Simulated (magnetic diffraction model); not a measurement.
# Mg₂Ti₂S₃O₂ below its ordering temperature

Space group Imma (no. 74), a = 5.8450 Å, b = 16.5070 Å, c = 5.8360 Å.

```
site  atom    x       y       z
  4e    Ti  1/2     1/4  0.5355
  4a    Ti  1/2     1/2     1/2
  4d     S  3/4     1/4     3/4
  8g     S  3/4  0.0009     1/4
  8h    Mg  1/2  0.1174  0.0010
  8h     O    0  0.1300  0.0203
```

The compound is invented for this exercise: a known structure type with other elements, its cell scaled to their sizes and not relaxed.

Only Ti is taken to order (form factors of Ti3+); orders and moment sizes are assumed, and not adapted to the symmetry. Radiation: neutrons of λ = 2.41 Å, 5° to 70°; isotropic B of 0.61 Å² (Ti), 0.6 Å² (S), 0.73 Å² (Mg) and 0.74 Å² (O). The intensities are simulated: I ∝ L Σ (|F_N|² + |F_M⊥|²) for unpolarised neutrons, with F_M = 2.695 fm/μB × Σ f(s) S exp(2πi Q·r) exp(−B s²) at Q = H ± k (one set where k and −k are equivalent), only the part normal to Q counting and L = 1/(sin²θ cos θ). For collinear order S is the moment m, which repeats by lattice and centring translations R with the sign exp(−2πi k·R). Form factors are spin-only for 3d ions and dipole or tabulated for f ions, scattering lengths are Sears's of 1992, and absorption is left out. A label names one of the reflections at its angle. The strongest nuclear line in the range is 100, and lines under 0.2 are left out.

Above the ordering temperature:

```csv
2θ (°),index,I
16.79,(0 2 0),3.9
25.30,(0 1 1),0.3
33.93,(1 0 1),7.3
33.95,(0 4 0),41.6
35.03,(0 3 1),1.9
38.09,(1 2 1),1.1
48.70,(2 0 0),2.4
48.76,(1 4 1),12.1
48.78,(0 0 2),2.4
49.59,(0 5 1),1.0
51.88,(2 2 0),0.6
51.95,(0 2 2),0.8
55.66,(2 1 1),3.6
55.72,(1 1 2),2.0
60.70,(2 4 0),100.0
60.76,(0 4 2),96.1
61.39,(2 3 1),1.0
63.51,(1 6 1),3.4
```

Below it (cell unchanged):

```tsv
2θ (°)	I
16.79	3.9
18.78	3.1
23.82	0.9
25.30	0.3
30.51	1.0
33.93	7.3
33.95	41.6
35.03	1.9
38.05	0.2
38.09	1.1
38.10	0.5
38.10	0.2
41.86	0.4
41.90	0.4
46.29	0.3
48.70	2.4
48.76	12.1
48.78	2.4
49.59	1.0
51.88	0.6
51.95	0.2
51.95	0.8
55.66	3.6
55.72	2.0
60.70	100.0
60.76	96.1
61.39	1.0
63.51	3.4
```

**Question.** Check that the new lines index with k = (1/2 0 1/2), then choose among these models:
A. collinear moments along [101], 0.89 μB on Ti; signs + at (1/2, 1/4, 0.5355), − at (0, 1/4, 0.9645), + at (1/2, 1/2, 1/2), − at (0, 1/2, 0)
B. collinear moments along [001], 0.89 μB on Ti; signs + at (1/2, 1/4, 0.5355), − at (0, 1/4, 0.9645), + at (1/2, 1/2, 1/2), + at (0, 1/2, 0)
C. collinear moments along [101], 0.89 μB on Ti; signs + at (1/2, 1/4, 0.5355), − at (0, 1/4, 0.9645), + at (1/2, 1/2, 1/2), + at (0, 1/2, 0)
D. collinear moments along [001], 0.89 μB on Ti; signs + at (1/2, 1/4, 0.5355), − at (0, 1/4, 0.9645), + at (1/2, 1/2, 1/2), − at (0, 1/2, 0)

The new lines index as (1/2 1 -1/2) at 18.78°, (1/2 2 1/2) at 23.82°, (1/2 3 -1/2) at 30.51° and (1/2 4 1/2) at 38.10°, that is as H ± k with k = (1/2 0 1/2), one of 2 inequivalent arms of its star (k and −k counted as one), which a powder can't tell apart. Half indices mean that the moments reverse under translations with k·R a half-integer, and the magnetic cell has twice the primitive volume.

Magnetic intensity, observed (below minus above) and for each model:

| 2θ (°) | index | observed | A | B | C | D |
| --- | --- | --- | --- | --- | --- | --- |
| 16.78 | (1/2 0 1/2) | <0.2 | <0.2 | <0.2 | <0.2 | 1.0 |
| 18.78 | (1/2 1 -1/2) | 3.1 | 3.1 | 3.8 | 6.3 | 1.9 |
| 23.82 | (1/2 2 1/2) | 0.9 | 0.9 | <0.2 | <0.2 | 1.4 |
| 30.51 | (1/2 3 -1/2) | 1.0 | 1.0 | 1.7 | 2.0 | 0.8 |
| 38.10 | (1/2 4 1/2) | 0.5 | 0.5 | <0.2 | <0.2 | 0.5 |
| 39.03 | (3/2 1 1/2) | <0.2 | <0.2 | 0.9 | 0.2 | 0.5 |
| 46.25 | (3/2 3 1/2) | <0.2 | <0.2 | 0.6 | 0.3 | 0.3 |
| 46.29 | (1/2 5 -1/2) | 0.3 | 0.3 | 0.6 | 0.6 | 0.3 |

Model A matches.

The structure used: k = (1/2 0 1/2), collinear moments along [101], 0.89 μB on Ti; signs + at (1/2, 1/4, 0.5355), − at (0, 1/4, 0.9645), + at (1/2, 1/2, 1/2), − at (0, 1/2, 0).

[Logs are printed without paths, hosts, clocks, repeated set-up lines and the standing remarks that a program may print on its own settings, such as how far it seeks lower states.]
